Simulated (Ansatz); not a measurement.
# Ca on Pd(111): change of the work function, part 2 of 2

How does Ca on the fcc site change the work function of Pd(111) as the layer fills?

Ansatz 0.2.0; plane-wave DFT, PBE, Ansatz PAW.

So far, work function, upper face (eV): step 2 (the clean slab) 5.27; step 3 (37 atoms, coverage 0.111 ML, cell 3x3) 2.67.

### Step 4. Adsorbate added, k-mesh 6×6×1, coverage 0.25 ML (continued)

The density of states has structure finer than the step of the table below, so its rows give means over 0.25 eV, whole bins alone (the curve runs from -8 to 1.98 eV). Peaks (eV: height): -3.190: 60.2, -2.440: 57.5, -2.290: 59.6, -1.680: 59.5, -1.470: 61.5, -1.110: 62.2, -0.210: 70.6.

Table of density of states by energy, zero at the Fermi level; means over each step:

```csv
energy (eV),density of states (states/eV a cell)
-6.75,0
-6.50,0.500
-6.25,0.978
-6.00,1.06
-5.75,1.12
-5.50,2.03
-5.25,3.19
-5.00,5.51
-4.75,18.5
-4.50,29.7
-4.25,37.4
-4.00,28.6
-3.75,27.7
-3.50,25.8
-3.25,33.5
-3.00,26.9
-2.75,33.4
-2.50,43.9
-2.25,44.3
-2.00,36.4
-1.75,30.4
-1.50,31.7
-1.25,28.6
-1.00,43.0
-0.75,34.3
-0.50,31.3
-0.25,43.0
0.00,31.4
0.25,10.9
0.50,3.43
0.75,6.30
1.00,7.88
1.25,7.69
1.50,4.28
1.75,4.18
```

Projected DOS per atom over height of the atomic layer and energy from the Fermi level. Layers: Pd4 Pd4 Pd4 Pd4 Ca from below.

Values in states/eV, 22 rows by 5 columns, each cell a mean:
```
0.03 0.02 0.03 0.04 0.09
0.08 0.07 0.06 0.07 0.17
0.08 0.09 0.12 0.12 0.40
0.31 0.26 0.22 0.16 0.43
2.15 2.36 2.18 1.30 0.37
2.15 1.92 1.82 1.83 0.23
2.62 1.70 2.09 2.54 0.33
1.98 1.43 1.92 2.09 0.30
2.23 1.37 1.44 2.31 0.36
2.81 2.48 2.34 2.76 0.32
1.99 2.20 1.99 2.28 0.21
1.25 1.37 1.62 1.74 0.09
1.55 1.46 1.61 1.86 0.05
1.61 2.50 2.16 1.61 0.11
0.80 2.17 1.86 0.82 0.20
0.12 0.38 0.30 0.14 0.18
0.02 0.03 0.03 0.02 0.10
0.01 0.00 0.00 0.01 0.03
0.00 0.00 0.00 0.00 0.02
0.00 0.00 0.00 0.00 0.00
0.00 0.00 0.00 0.00 0.00
0.00 0.00 0.00 0.00 0.00
```
Columns: height of the atomic layer (Å) from 9 to 18.0 (not evenly spaced); rows upwards: energy from the Fermi level (eV) from -7.96 to 1.95.

ELF in the ca plane at fractional y = 0.167, with atoms of Pd and Ca within 0.2 Å of it. It is the smooth field of the valence electrons, not physical close to the nuclei.

Ten even steps from '0' (0.00) to '9' (0.85), each cell a mean:
```
44222222222344322244432111100012321000000000
44222222222344322244433210000122211000000000
32222444322233222233222221111111110000000000
22224656422222211222222222111111100000000000
22225535522222211222222222211111000000000000
22224545522222211222222222211111000000000000
22223555322222221222222222111111100000000000
43222232222344322234323211001122110000000000
44222222222344322344433100000122211000000000
43222233222344322233332135410012321100000000
22223555322222222222221589961012332100000000
22224645522222211222222899983012432100000000
22225535522222211222322899983012442100000000
22224656422222211222221799972012332100000000
32222444222233222223331268730012332100000000
```
Columns run along c (16.0 Å, from fractional 0.33 to 0.90 of the cell), rows up along a (5.5 Å). Atoms in or near the plane, at fractional coordinates: Pd at (0.41, 0.17), Pd at (0.41, 0.67), Ca at (0.65, 0.17).

Valence density in the ca plane at fractional y = 0.167, with atoms of Pd and Ca within 0.2 Å of it. It is the smooth field of the valence electrons, not physical close to the nuclei.

Values in e/Å³, 8 rows by 16 columns, each cell a mean:
```
 1  0  0  0  1  1  1  1  0  0  0  0  0  0  0  0
 0  1  3  0  1  0  0  0  0  0  0  0  0  0  0  0
 0  2 11  1  0  0  0  0  0  0  0  0  0  0  0  0
 0  1  4  0  0  0  0  0  0  0  0  0  0  0  0  0
 1  0  0  0  1  1  1  1  0  0  0  0  0  0  0  0
 0  1  3  0  1  0  0  0  1  1  0  0  0  0  0  0
 0  2 11  1  0  0  0  0  2  5  0  0  0  0  0  0
 0  1  4  0  0  0  0  0  1  2  0  0  0  0  0  0
```
Columns run along c (16.0 Å, from fractional 0.33 to 0.90 of the cell), rows up along a (5.5 Å). Atoms in or near the plane, at fractional coordinates: Pd at (0.41, 0.17), Pd at (0.41, 0.67), Ca at (0.65, 0.17).

Electrostatic potential energy in the ca plane at fractional y = 0.167, with atoms of Pd and Ca within 0.2 Å of it. With pseudopotentials it is smooth inside the atoms' cores, unlike the true potential.

Ten even steps from '0' (-44 eV) to '9' (8 eV), each cell a mean:
```
46899989999755799865689988889999999999999999
46899988999755799865689999999999999999999999
78998645899877899977899999999999999999999999
89985101589999999999999999999999999999999999
99984000279999999999999999999999999999999999
99984000389999999999999999999999999999999999
88997313699988999988899999999999999999999999
57899878999766799866799999999999999999999999
46899999999744799855689998899999999999999999
67899877999766799876789877788999999999999999
88997323699988999988898632478999999999999999
99984000389999999999997300058899999999999999
99984000279999999999997200048899999999999999
89986101589999999999998410268999999999999999
77998646899877899977898755678999999999999999
```
Columns run along c (16.0 Å, from fractional 0.33 to 0.90 of the cell; values clipped at the 3rd and 97th percentile), rows up along a (5.5 Å). Atoms in or near the plane, at fractional coordinates: Pd at (0.41, 0.17), Pd at (0.41, 0.67), Ca at (0.65, 0.17).

The relaxation took 7 steps and lowered the energy by 0.88 eV; the largest force on the free atoms ends at 0.0047 eV/Å.

By hand: a sheet of dipoles makes a step −p/(ε₀A) in the electron's potential. With e/ε₀ = 180.95 V·Å, p = 0.4495 e·Å and A = 26.21 Å², that is −180.95 × (0.4495) / 26.21 = -3.103 eV, and the two vacuum levels of the run differ by -3.103 eV.

The covered face has 2.13 eV, -3.14 eV against the clean one; the bare back face has moved by -0.02 eV, a measure of how thin the slab is.

### Step 5. Work function against coverage

This step: plane-wave DFT, PBE, Ansatz PAW; work function against coverage (Ansatz 0.2.0).

The runs are now put side by side.

Numbers from this step:

| Property | Result |
| --- | --- |
| work function of the clean face | 5.268 eV |
| largest change of the work function | -3.141 eV |

The work function of the covered face by coverage:

```csv
coverage (adsorbates/nm²),work function of the covered face (eV)
0.00,5.27
1.70,2.67
3.82,2.13
```

The dipole per adsorbate comes from the change of the cell's dipole. Coverage, by row:

```csv
coverage (1/nm²),coverage (ML),work function (eV),change (eV),"dipole per adsorbate, positive end outwards (debye)",mean height of the added atoms over the highest substrate atom (Å)
1.696,0.1111,2.671,-2.597,4.08,2.089
3.815,0.25,2.127,-3.141,2.173,1.966
```

### Step 6. Outcome

- work function of the clean face: 5.27 eV
- work function at 0.11 ML: 2.67 eV
- work function at 0.25 ML: 2.13 eV
- dipole per adsorbate at 0.11 ML, positive end outwards: 4.08 D

What this shows: Ca lowers the work function of Pd(111) at the lowest coverage, by 2.60 eV: the adsorbate layer has its positive end outwards. The slab has 4 layers, at the tabulated experimental lattice constant, one starting site was run, and quantum-size effects of a slab this thin can reach one or two tenths of an eV.

[Logs are printed without paths, hosts, clocks, repeated set-up lines and the standing remarks that a program may print on its own settings, such as how far it seeks lower states.]

[Hosts, paths, dates, database ids (printed as entryN), source tags and the programs' standing remarks are cut or masked in the printed files.]

[Maps of the electrostatic potential energy from Ansatz leave out the sawtooth potential of an applied field or a dipole correction, so their vacuum need not be flat; planar profiles and work functions include it.]

[The density of states shown here was stored with 400 of the rows of the run's finer table, so its peaks can read low, often by over a quarter, or be missed, and its means over a window can be off by a tenth or more.]
